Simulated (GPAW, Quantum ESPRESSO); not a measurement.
**Near-edge structure at the O K edge of Na2MoO4 (Fd-3m)**

Do two independent programs agree on the O K edge of Na2MoO4 (Fd-3m)? The same cell and functional are run with XSpectra and with GPAW.

Method: core-hole supercells, plane-wave PAW LDA (first program; GPAW 26.7.0 follows as the second), in Quantum ESPRESSO 7.5.

## Step 1: Set-up

Symmetry: Fd-3m, No. 227, cubic system. The conventional cell has a = 9.109 Å, b = 9.109 Å, c = 9.109 Å, α = 90.00°, β = 90.00°, γ = 90.00°. Nearest to Mo lie 4 O at 1.77 Å. Nearest to Na lie 6 O at 2.40 Å. Nearest to O lie 1 Mo at 1.77 Å and 3 Na at 2.40 Å. Farther neighbours and most contacts between anions are not listed.

Coordinates:

```cif
data_structure
_symmetry_space_group_name_H-M 'Fd-3m:1'
_symmetry_Int_Tables_number 227
_cell_length_a 9.1089
_cell_length_b 9.1089
_cell_length_c 9.1089
_cell_angle_alpha 90.000
_cell_angle_beta 90.000
_cell_angle_gamma 90.000
_cell_volume 755.78
loop_
_atom_site_label
_atom_site_type_symbol
_atom_site_symmetry_multiplicity
_atom_site_Wyckoff_symbol
_atom_site_fract_x
_atom_site_fract_y
_atom_site_fract_z
_atom_site_occupancy
Mo1 Mo 8 a 0.25000 0.25000 0.25000 1
Na1 Na 16 d 0.37500 0.62500 0.37500 1
O1 O 32 e 0.13771 0.13771 0.36229 1
```

## Step 2: Ground state of the crystal (Quantum ESPRESSO)

The ground state comes first: it tells whether the system has a gap, which decides how the excited electron is treated.

File scf.in:

```
&control
   calculation='scf', prefix='x', pseudo_dir='../pp', outdir='tmp', tprnfor=.true.
/
&system
   ibrav=0, nat=14, ntyp=4, nbnd=69
   ecutwfc=62, ecutrho=360
   occupations='smearing', smearing='mv', degauss=0.015
/
&electrons
   conv_thr=1.4e-07, electron_maxstep=120
   mixing_beta=0.5
/
ATOMIC_SPECIES
Mo 1.0 Mo.lda-spn-kjpaw.UPF
Na 1.0 Na.lda-spnl-kjpaw.UPF
O3 1.0 O.lda-n-kjpaw.UPF
O 1.0 O.lda-n-kjpaw.UPF
CELL_PARAMETERS angstrom
  0.00000000 4.55443967 4.55443967
  4.55443967 0.00000000 4.55443967
  4.55443967 4.55443967 0.00000000
ATOMIC_POSITIONS crystal
Mo   0.75000000 0.75000000 0.75000000
Mo   0.50000000 0.50000000 0.50000000
Na   0.12500000 0.62500000 0.12500000
Na   0.12500000 0.12500000 0.62500000
Na   0.62500000 0.12500000 0.12500000
Na   0.12500000 0.12500000 0.12500000
O3   0.86229000 0.86229000 0.41313000
O    0.38771000 0.83687000 0.38771000
O    0.86229000 0.86229000 0.86229000
O    0.83687000 0.38771000 0.38771000
O    0.86229000 0.41313000 0.86229000
O    0.38771000 0.38771000 0.83687000
O    0.41313000 0.86229000 0.86229000
O    0.38771000 0.38771000 0.38771000
K_POINTS automatic
5 5 5 0 0 0
```

File Mo.lda-spn-kjpaw.ld1.in:

```
&input
   title='Mo', zed=42., rel=1, iswitch=3, dft='PZ',
   config='[Kr] 5s2 5p0 4d4'
/
&inputp
   file_pseudopw='Mo.lda-spn-kjpaw.UPF', author='',
   lpaw=.true.,
   pseudotype=3,
   lloc=-1,
   rcloc=1.4,
   which_augfun='PSQ',
   rmatch_augfun_nc=.true.,
   nlcc=.true.,
   new_core_ps=.true.,
   rcore=1.2,
   tm=.true.,
   lgipaw_reconstruction=.true., use_paw_as_gipaw=.true.
/
6
4S  1  0  2.00  0.00  1.10  1.15  0.0
5S  2  0  2.00  0.00  1.10  1.15  0.0
4P  2  1  6.00  0.00  1.00  1.60  0.0
5P  3  1  0.00 -2.50  1.00  1.60  0.0
4D  3  2  4.00  0.00  1.30  1.60  0.0
4D  3  2  0.00  1.00  1.30  1.60  0.0
```

File Na.lda-spnl-kjpaw.ld1.in:

```
&input
   title='Na', zed=11., rel=1, iswitch=3, dft='PZ',
   config='[Ne] 3s1 3p0'
/
&inputp
   file_pseudopw='Na.lda-spnl-kjpaw.UPF', author='',
   lpaw=.true.,
   pseudotype=3,
   lloc=-1,
   rcloc=1.0,
   which_augfun='PSQ',
   rmatch_augfun_nc=.true.,
   nlcc=.true.,
   new_core_ps=.true.,
   rcore=0.7,
   tm=.true.,
   lgipaw_reconstruction=.true., use_paw_as_gipaw=.true.
/
4
2S  1  0  2.00  0.00  1.00  1.25  0.0
3S  2  0  1.00  0.00  1.00  1.25  0.0
2P  2  1  6.00  0.00  0.90  1.30  0.0
3P  2  1  0.00 -1.80  0.90  1.30  0.0
```

File O.lda-n-kjpaw.ld1.in:

```
&input
   title='O', zed=8., rel=1, iswitch=3, dft='PZ',
   config='[He] 2s2 2p4'
/
&inputp
   file_pseudopw='O.lda-n-kjpaw.UPF', author='',
   lpaw=.true.,
   pseudotype=3,
   lloc=-1,
   rcloc=1.1,
   which_augfun='PSQ',
   rmatch_augfun_nc=.true.,
   nlcc=.true.,
   new_core_ps=.true.,
   rcore=0.7,
   tm=.true.,
   lgipaw_reconstruction=.true., use_paw_as_gipaw=.true.
/
4
2S  1  0  2.00  0.00  1.00  1.30  0.0
2S  1  0  0.00  1.00  1.00  1.30  0.0
2P  2  1  4.00  0.00  0.90  1.35  0.0
2P  2  1  0.00  0.05  0.90  1.35  0.0
```

On the command line:

```bash
$ OMP_NUM_THREADS=1 mpirun --oversubscribe --bind-to none -np 4 pw.x -nk 4 -in scf.in > scf.out
```

What it wrote:

```text
     [... banner and references ...]
using ibrav=0 with symmetry is DISCOURAGED, use correct ibrav instead

     G-vector sticks info
     --------------------

     Using Slab Decomposition

     bravais-lattice index     =            0
     lattice parameter (alat)  =      12.1716  a.u.
     unit-cell volume          =    1275.0625 (a.u.)^3
     number of atoms/cell      =           14
     number of atomic types    =            4
     number of electrons       =       112.00
     number of Kohn-Sham states=           69
     kinetic-energy cutoff     =      62.0000  Ry
     charge density cutoff     =     360.0000  Ry
     scf convergence threshold =      1.4E-07
     mixing beta               =       0.5000
     number of iterations used =            8  plain     mixing
     Exchange-correlation= SLA  PZ   NOGX NOGC
                           (   1   1   0   0   0   0   0)

     celldm(1)=  12.171632  celldm(2)=   0.000000  celldm(3)=   0.000000
     celldm(4)=   0.000000  celldm(5)=   0.000000  celldm(6)=   0.000000

     crystal axes: (cart. coord. in units of alat)
               a(1) = (   0.000000   0.707107   0.707107 )
               a(2) = (   0.707107   0.000000   0.707107 )
               a(3) = (   0.707107   0.707107   0.000000 )

     reciprocal axes: (cart. coord. in units 2 pi/alat)
               b(1) = ( -0.707107  0.707107  0.707107 )
               b(2) = (  0.707107 -0.707107  0.707107 )
               b(3) = (  0.707107  0.707107 -0.707107 )

     PseudoPot. #1 for Mo:     Pseudo is Projector augmented-wave + core cor, Zval = 14.0

     PseudoPot. #2 for Na:     Pseudo is Projector augmented-wave + core cor, Zval =  9.0

     ../pp/O.lda-n-kjpaw.UPF
     Pseudo is Projector augmented-wave + core cor, Zval =  6.0
     Shape of augmentation charge: PSQ
     Using radial grid of 1095 points,  4 beta functions with:
                l(1) =   0
                l(2) =   0
                l(3) =   1
                l(4) =   1
     Q(r) pseudized with 0 coefficients

     ../pp/O.lda-n-kjpaw.UPF
     Pseudo is Projector augmented-wave + core cor, Zval =  6.0
     Shape of augmentation charge: PSQ
     Using radial grid of 1095 points,  4 beta functions with:
                l(1) =   0
                l(2) =   0
                l(3) =   1
                l(4) =   1
     Q(r) pseudized with 0 coefficients

     atomic species   valence    mass     pseudopotential
     Mo               14.00     1.00000     Mo( 1.00)
     Na                9.00     1.00000     Na( 1.00)
     O3                6.00     1.00000     O ( 1.00)
     O                 6.00     1.00000     O ( 1.00)

      6 Sym. Ops. (no inversion) found

   Cartesian axes

     site n.     atom                  positions (alat units)
         1        Mo     tau(   1) = (   1.0606602   1.0606602   1.0606602  )
         2        Mo     tau(   2) = (   0.7071068   0.7071068   0.7071068  )
         3        Na     tau(   3) = (   0.5303301   0.1767767   0.5303301  )
         4        Na     tau(   4) = (   0.5303301   0.5303301   0.1767767  )
         5        Na     tau(   5) = (   0.1767767   0.5303301   0.5303301  )
         6        Na     tau(   6) = (   0.1767767   0.1767767   0.1767767  )
         7        O3     tau(   7) = (   0.9018581   0.9018581   1.2194622  )
         8        O      tau(   8) = (   0.8659088   0.5483047   0.8659088  )
         9        O      tau(   9) = (   1.2194622   1.2194622   1.2194622  )
        10        O      tau(  10) = (   0.5483047   0.8659088   0.8659088  )
        11        O      tau(  11) = (   0.9018581   1.2194622   0.9018581  )
        12        O      tau(  12) = (   0.8659088   0.8659088   0.5483047  )
        13        O      tau(  13) = (   1.2194622   0.9018581   0.9018581  )
        14        O      tau(  14) = (   0.5483047   0.5483047   0.5483047  )

[...]
Starting wfcs are   72 randomized atomic wfcs
     Checking if some PAW data can be deallocated...

     per-process dynamical memory:   187.3 Mb

     Self-consistent Calculation

     iteration #  1     ecut=    62.00 Ry     beta= 0.50
     Davidson diagonalization with overlap
     ethr =  1.00E-02,  avg # of iterations =  3.2

     total energy              =   -1466.17514233 Ry
     estimated scf accuracy    <       5.41677203 Ry

     iteration #  2     ecut=    62.00 Ry     beta= 0.50
     Davidson diagonalization with overlap
     ethr =  4.84E-03,  avg # of iterations =  4.0

     total energy              =   -1466.58935918 Ry
     estimated scf accuracy    <      13.08488156 Ry

     iteration #  3     ecut=    62.00 Ry     beta= 0.50
     Davidson diagonalization with overlap
     ethr =  4.84E-03,  avg # of iterations =  2.0

     total energy              =   -1468.66942300 Ry
     estimated scf accuracy    <       0.23254677 Ry

     iteration #  4     ecut=    62.00 Ry     beta= 0.50
     Davidson diagonalization with overlap
     ethr =  2.08E-04,  avg # of iterations =  4.5

     total energy              =   -1468.75721272 Ry
     estimated scf accuracy    <       0.05344167 Ry

     iteration #  5     ecut=    62.00 Ry     beta= 0.50
     Davidson diagonalization with overlap
     ethr =  4.77E-05,  avg # of iterations =  3.6

     total energy              =   -1468.77056180 Ry
     estimated scf accuracy    <       0.01879178 Ry

[...]
total energy              =   -1468.77291300 Ry
[...]
iteration # 12     ecut=    62.00 Ry     beta= 0.50
     Davidson diagonalization with overlap
     ethr =  6.39E-10,  avg # of iterations =  4.1

     total energy              =   -1468.77291294 Ry
     estimated scf accuracy    <       0.00000053 Ry

     iteration # 13     ecut=    62.00 Ry     beta= 0.50
     Davidson diagonalization with overlap
     ethr =  4.75E-10,  avg # of iterations =  2.0

     total energy              =   -1468.77291292 Ry
     estimated scf accuracy    <       0.00000014 Ry

     iteration # 14     ecut=    62.00 Ry     beta= 0.50
     Davidson diagonalization with overlap
     ethr =  1.28E-10,  avg # of iterations =  4.3

     End of self-consistent calculation

          k = 0.0000 0.0000 0.0000 ( 10489 PWs)   bands (ev):

   -56.4236 -56.4222 -43.9876 -43.9762 -43.9762 -43.9762 -30.8127 -30.8127
   -30.8127 -30.8049 -30.8049 -30.8049 -16.6735 -16.5699 -16.5699 -16.5699
   -16.4903 -16.4903 -16.4704 -16.4704 -16.4704 -16.4390 -16.4390 -16.4390
   -12.1210 -11.5594 -11.3948 -11.3948 -11.3948 -11.3223 -11.3223 -11.3223
     0.1089   0.1089   0.2815   0.2815   0.2815   0.8156   0.8157   0.8157
     1.2227   1.4012   1.4012   1.6414   1.9551   1.9551   1.9551   3.2883
     3.2883   3.2883   3.6363   3.6363   3.6363   3.7147   3.7147   3.7148
     8.1739   8.1739   8.4802   8.4802   8.9168   9.7274   9.7274   9.7274
    10.8787  10.8787  10.8787  13.1243  13.2440

     [... bands of 18 further k-points ...]

     the Fermi energy is     6.1495 ev

!    total energy              =   -1468.77291298 Ry
     total all-electron energy =    -18670.963717 Ry
     estimated scf accuracy    <          1.3E-09 Ry
     smearing contrib. (-TS)   =      -0.00000000 Ry
     internal energy E=F+TS    =   -1468.77291298 Ry

     The total energy is F=E-TS. E is the sum of the following terms:
     one-electron contribution =    -483.37593457 Ry
     hartree contribution      =     295.22779027 Ry
     xc contribution           =    -154.43580518 Ry
     ewald contribution        =    -561.96936996 Ry
     one-center paw contrib.   =    -564.21959354 Ry

     convergence has been achieved in  14 iterations

     Forces acting on atoms (cartesian axes, Ry/au):

     atom    1 type  1   force =     0.00000051    0.00000051   -0.00000051
     atom    2 type  1   force =    -0.00000002   -0.00000002    0.00000002
     atom    3 type  2   force =    -0.00000282   -0.00000049    0.00000049
     atom    4 type  2   force =     0.00000020    0.00000020   -0.00000020
     atom    5 type  2   force =    -0.00000049   -0.00000282    0.00000049
[...]
atom   12 type  4   force =     0.00415860    0.00415860   -0.00415860
     atom   13 type  4   force =     0.00415779   -0.00415716   -0.00415779
     atom   14 type  4   force =    -0.00415659   -0.00415659   -0.00415635

     Total force =     0.020366     Total SCF correction =     0.000112

     XML data file, charge density, pseudopotentials, collected wavefunctions

=------------------------------------------------------------------------------=
   JOB DONE.
=------------------------------------------------------------------------------=
```

The job ended after 93 s (4 MPI ranks of Arm Neoverse V2, shared host; peak memory 0.35 GiB).

Absorbing atoms carry a label of their own (element plus a letter or digit), as the spectrum program needs them as separate species.

The mesh shows a gap of 4.44 eV, so the hole is first treated in a charged cell, without the excited electron.

## Step 3: Spectrum without a core hole, O atom 7 (Quantum ESPRESSO)

This cheap baseline ignores the attraction of the hole: it shows the absorber's empty states as they are in the ground state.

The absorber has 1 Mo at 1.77 Å (terminal, site symmetry 3m).

File xspectra.in:

```
&input_xspectra
   calculation='xanes_dipole', edge='K'
   prefix='x', outdir='tmp', xiabs=3, xe0=5.935
   xonly_plot=.false., x_save_file='xanes.sav'
   xniter=3000, xcheck_conv=20, xerror=0.005
   xcoordcrys=.false., xepsilon(1)=1, xepsilon(2)=0, xepsilon(3)=0
/
&plot
   xnepoint=413, xemin=-10, xemax=45, terminator=.true., cut_occ_states=.true.
   xgamma=0.4
/
&pseudos
   filecore='../O.wfc'
/
&cut_occ
   cut_desmooth=0.1, cut_stepl=0.05, cut_stepu=0.05, cut_ierror=1e-5
/
4 4 4 0 0 0
```

On the command line:

```bash
$ OMP_NUM_THREADS=1 mpirun --oversubscribe --bind-to none -np 4 xspectra.x -nk 4 -in xspectra.in > xspectra.out
```

What it wrote:

```text
     [... banner and references ...]
Reading input_file

     calculation: xanes_dipole

     xepsilon  [cartesian coordinates]:   1.000000   0.000000   0.000000

     xonly_plot: FALSE
        => complete calculation: Lanczos + spectrum plot

     filecore (core-wavefunction file): ../O.wfc

     main plot parameters:
        cut_occ_states: TRUE
        gamma_mode:  constant
        -> using xgamma [eV]:  0.40
        xemin [eV]: -10.00
        xemax [eV]:  45.00
        xnepoint:  413
        xe0 [eV]:   5.935000 (energy zero read in input file)

[...]
Results of STEP 1 successfully written in x_save_file
     x_save_file name:
     ->  xanes.sav
     x_save_file version:  2

     ... End STEP 1 ...

     ... Begin STEP 2 ...

     The spectrum is calculated using the following parameters:
        xe0 [eV]:    5.9350
        the occupied states are elimintate from the spectrum
        xemin [eV]: -10.00
        xemax [eV]:  45.00
        xnepoint:  413
        constant broadening parameter [eV]:    0.400
        Core level energy [eV]:  -543.1
         (from electron binding energy of neutral atoms in X-ray data booklet)

     Cross-section successfully written in xanes.dat

     ... End STEP 2 ...

                                END JOB XSpectra
```

Run time: 2.4 min. Hardware: 4 MPI ranks; peak memory 0.21 GiB; 9.7 min of CPU time.

The O K spectrum, O atom 7, no core hole (energy from the lowest empty level; intensity scaled to a mean of 1 over the first 20 eV; the points at xe0, where the cut of filled states can leave a spike, are interpolated):

```csv
E (eV),intensity
-2.0,0.13
-1.5,0.19
-1.0,0.32
-0.5,0.68
0.0,1.89
0.5,2.03
1.0,1.48
1.5,2.13
2.0,1.88
2.5,1.61
3.0,0.96
3.5,0.63
4.0,0.78
4.5,0.90
5.0,0.82
5.5,0.90
6.0,0.85
6.5,1.06
7.0,1.38
7.5,1.45
8.0,1.64
8.5,1.34
9.0,1.14
9.5,1.13
10.0,0.91
10.5,0.63
11.0,0.53
11.5,0.50
12.0,0.48
12.5,0.57
13.0,0.77
13.5,0.89
14.0,0.94
14.5,1.09
15.0,1.01
15.5,0.75
16.0,0.71
16.5,0.79
17.0,0.72
17.5,0.73
18.0,0.74
18.5,0.69
19.0,0.59
19.5,0.52
20.0,0.51
20.5,0.54
21.0,0.62
21.5,0.60
22.0,0.58
22.5,0.57
23.0,0.71
23.5,0.81
24.0,0.89
24.5,0.99
25.0,1.04
25.5,0.99
26.0,0.73
26.5,0.62
27.0,0.62
27.5,0.60
28.0,0.60
28.5,0.67
29.0,0.64
29.5,0.55
30.0,0.49
30.5,0.54
31.0,0.50
31.5,0.53
32.0,0.53
```

Main maxima below 24 eV (height): 0.3 eV (2.38), 1.7 eV (2.19), 5.5 eV (0.91), 7.9 eV (1.67), 9.5 eV (1.14) and 14.5 eV (1.09). A K edge sees empty p states; the first features are O p mixed into the empty d states of the Mo neighbours, and the broad ones above probably into the cations' higher empty bands.

## Step 4: Another broadening

The final state's lifetime shortens with energy, so measured features broaden above the edge; the saved Lanczos coefficients are redrawn with a width that grows.

File xspectra_plot.in:

```
&input_xspectra
   calculation='xanes_dipole', edge='K'
   prefix='x', outdir='tmp', xiabs=3, xe0=5.935
   xonly_plot=.true., x_save_file='xanes.sav'
   xniter=3000, xcheck_conv=20, xerror=0.005
   xcoordcrys=.false., xepsilon(1)=1, xepsilon(2)=0, xepsilon(3)=0
/
&plot
   xnepoint=413, xemin=-10, xemax=45, terminator=.true., cut_occ_states=.true.
   gamma_mode='variable', gamma_energy(1)=4, gamma_energy(2)=25, gamma_value(1)=0.3, gamma_value(2)=2.5
/
&pseudos
   filecore='../O.wfc'
/
&cut_occ
   cut_desmooth=0.1, cut_stepl=0.05, cut_stepu=0.05, cut_ierror=1e-5
/
4 4 4 0 0 0
```

On the command line:

```bash
$ OMP_NUM_THREADS=1 xspectra.x -in xspectra_plot.in > xspectra_plot.out
```

What it wrote:

```text
     [... banner and references ...]
Reading input_file
     -------------------------------------------------------------------------

     calculation: xanes_dipole

     xonly_plot: TRUE
        => only the spectrum plot

     main plot parameters:
        cut_occ_states: TRUE
        gamma_mode:  variable
        -> first, constant up to point ( 4.00, 0.30) [eV]
        -> then, linear up to point (25.00, 2.50) [eV]
        -> finally, constant up to xemax
        xemin [eV]: -10.00
        xemax [eV]:  45.00
        xnepoint:  413
[...]
xemin [eV]: -10.00
        xemax [eV]:  45.00
        xnepoint:  413
        energy-dependent broadening parameter:
         -> first, constant up to point ( 4.00, 0.30) [eV]
         -> then, linear up to point (25.00, 2.50) [eV]
         -> finally, constant up to xemax
        Core level energy [eV]:  -543.1
         (from electron binding energy of neutral atoms in X-ray data booklet)

     Cross-section successfully written in xanes.dat

     -------------------------------------------------------------------------
                                END JOB XSpectra
     -------------------------------------------------------------------------
[key lines of the parts left out:]
Fermi level [eV]:   3.7148
```

Wall time 1.8 s (1 MPI rank); peak memory 0.04 GiB.

With a Lorentzian half width 0.3 eV up to 4 eV, rising linearly to 2.5 eV at 25 eV (counted from xe0, 2.2 eV below the zero used here), the maxima are 0.2 eV (2.84), 1.5 eV (2.44), 7.8 eV (1.31) and 14.3 eV (0.82).

## Step 5: Cell without a hole, the energy reference (Quantum ESPRESSO)

The photon energy needs a difference of total energies, so the cell and mesh of the coming hole run are first run without a hole.

Changes to scf.in since step 2:

```diff
@@ -4,5 +4,5 @@
 &system
-   ibrav=0, nat=14, ntyp=4, nbnd=69
+   ibrav=0, nat=14, ntyp=3, nbnd=60
    ecutwfc=62, ecutrho=360
-   occupations='smearing', smearing='mv', degauss=0.015
+   occupations='fixed'
 /
@@ -15,3 +15,2 @@
 Na 1.0 Na.lda-spnl-kjpaw.UPF
-O3 1.0 O.lda-n-kjpaw.UPF
 O 1.0 O.lda-n-kjpaw.UPF
@@ -28,3 +27,3 @@
 Na   0.12500000 0.12500000 0.12500000
-O3   0.86229000 0.86229000 0.41313000
+O    0.86229000 0.86229000 0.41313000
 O    0.38771000 0.83687000 0.38771000
@@ -37,2 +36,2 @@
 K_POINTS automatic
-5 5 5 0 0 0
+4 4 4 0 0 0
```

On the command line:

```bash
$ OMP_NUM_THREADS=1 mpirun --oversubscribe --bind-to none -np 4 pw.x -nk 4 -in scf.in > scf.out
```

What it wrote:

```text
     [... banner and references ...]
[banner, memory and clock lines left out]
using ibrav=0 with symmetry is DISCOURAGED, use correct ibrav instead

     G-vector sticks info

     bravais-lattice index     =            0
     lattice parameter (alat)  =      12.1716  a.u.
     unit-cell volume          =    1275.0625 (a.u.)^3
     number of atoms/cell      =           14
     number of atomic types    =            3
     number of electrons       =       112.00
[...]
Forces acting on atoms (cartesian axes, Ry/au):

     atom    1 type  1   force =     0.00000000   -0.00000000    0.00000000
     atom    2 type  1   force =    -0.00000000    0.00000000   -0.00000000
     atom    3 type  2   force =     0.00000000    0.00000000    0.00000000
[...]
atom   13 type  3   force =     0.00417423   -0.00417423   -0.00417423
     atom   14 type  3   force =    -0.00417423   -0.00417423   -0.00417423

     Total force =     0.020449     Total SCF correction =     0.000894

     XML data file, charge density, pseudopotentials, collected wavefunctions
[key lines of the parts left out:]
!    total energy              =   -1468.77291202 Ry
convergence has been achieved in  13 iterations
```

Wall time 42 s (4 MPI ranks); peak memory 0.31 GiB.

Reference energy: -254031.403 eV with the cores included.

(Part 1 of 4 ends here.)

[Banner, clock and machine lines of the logs are left out without a mark of their own.]

[Logs are printed without paths, hosts, clocks, repeated set-up lines and the standing remarks that a program may print on its own settings, such as how far it seeks lower states.]

[Hosts, paths, dates, database ids (printed as entryN), source tags and the programs' standing remarks are cut or masked in the printed files.]

[Lists of maxima count a maximum above −3 eV only where it reaches 4 % of the highest in the window and stands out from its surroundings by 2 % of it (1.5 % where it reaches 55 %); shoulders and weaker maxima are passed over, and of the rest the first, up to two pre-edge ones and the few strongest are named.]
